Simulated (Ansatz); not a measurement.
**A faulty run on H-capped Sn nanowire along [110] (24 atoms)**

Program: Ansatz 0.2.0. The cell: 8 Sn and 16 H.

File input.yaml:

```yaml
crystal:
  lattice:
    - [13.59679, 0.0, 0.0]
    - [0.0, 12.79242, 0.0]
    - [0.0, 0.0, 18.35366]
  atoms:
    - { symbol: Xx, position: [0.44087, 0.50027, 0.00123] }
    - { symbol: Sn, position: [0.55955, 0.49939, 0.12735] }
    - { symbol: Sn, position: [0.44194, 0.49864, 0.25116] }
    - { symbol: Sn, position: [0.56041, 0.49925, 0.374] }
    - { symbol: Sn, position: [0.43969, 0.49955, 0.49751] }
    - { symbol: Sn, position: [0.55866, 0.49933, 0.62377] }
    - { symbol: Sn, position: [0.44218, 0.50207, 0.75212] }
    - { symbol: Sn, position: [0.55951, 0.50076, 0.87567] }
    - { symbol: H, position: [0.36818, 0.39276, 0.99771] }
    - { symbol: H, position: [0.36982, 0.6103, 0.99948] }
    - { symbol: H, position: [0.63425, 0.60658, 0.12496] }
    - { symbol: H, position: [0.6343, 0.39116, 0.12869] }
    - { symbol: H, position: [0.36692, 0.60719, 0.24907] }
    - { symbol: H, position: [0.36609, 0.38984, 0.24997] }
    - { symbol: H, position: [0.63307, 0.39307, 0.37438] }
    - { symbol: H, position: [0.63092, 0.61011, 0.37539] }
    - { symbol: H, position: [0.36787, 0.39184, 0.50051] }
    - { symbol: H, position: [0.37016, 0.60859, 0.49817] }
    - { symbol: H, position: [0.63263, 0.39285, 0.62656] }
    - { symbol: H, position: [0.63189, 0.60888, 0.62501] }
    - { symbol: H, position: [0.36704, 0.6095, 0.74959] }
    - { symbol: H, position: [0.36811, 0.391, 0.75128] }
    - { symbol: H, position: [0.63276, 0.61119, 0.87585] }
    - { symbol: H, position: [0.63278, 0.39049, 0.87419] }
kpoints:
  mp_grid: { grid: [1, 1, 1] }
hamiltonian:
  xc: pbe
scf:
  occupations: { method: fermi_dirac, width: 0.05 }
  max_iter: 60
output:
  forces: true
```

On the command line:

```console
ansatz run input.yaml --threads 8 --pin off --max-ram 15872MiB --backend cpu --events-out ev --progress --plain --runs-dir out
```

The program printed:

```text
Error: YAML parse error: error: line 7 column 17: `Xx` is not an element symbol (H … Og, case-exact)
 --> <input>:7:17
  |
5 |     - [0.0, 0.0, 18.35366]
6 |   atoms:
7 |     - { symbol: Xx, position: [0.44087, 0.50027, 0.00123] }
  |                 ^ `Xx` is not an element symbol (H … Og, case-exact)
8 |     - { symbol: Sn, position: [0.55955, 0.49939, 0.12735] }
9 |     - { symbol: Sn, position: [0.44194, 0.49864, 0.25116] }
  |
```

Elapsed: 0.02 s, on 8 threads of Intel Xeon Platinum 8488C (Sapphire Rapids), shared host; peak memory 0.027 GiB; 0.02 s of CPU time.

Q: Name the fault and the fix.

An unknown element: crystal.atoms[0].symbol = "Xx".

The fix is to type the element's symbol rightly.

The program refused it before any cycle.

[Logs are printed without paths, hosts, clocks, repeated set-up lines and the standing remarks that a program may print on its own settings, such as how far it seeks lower states.]

[Hosts, paths, dates, database ids (printed as entryN), source tags and the programs' standing remarks are cut or masked in the printed files.]
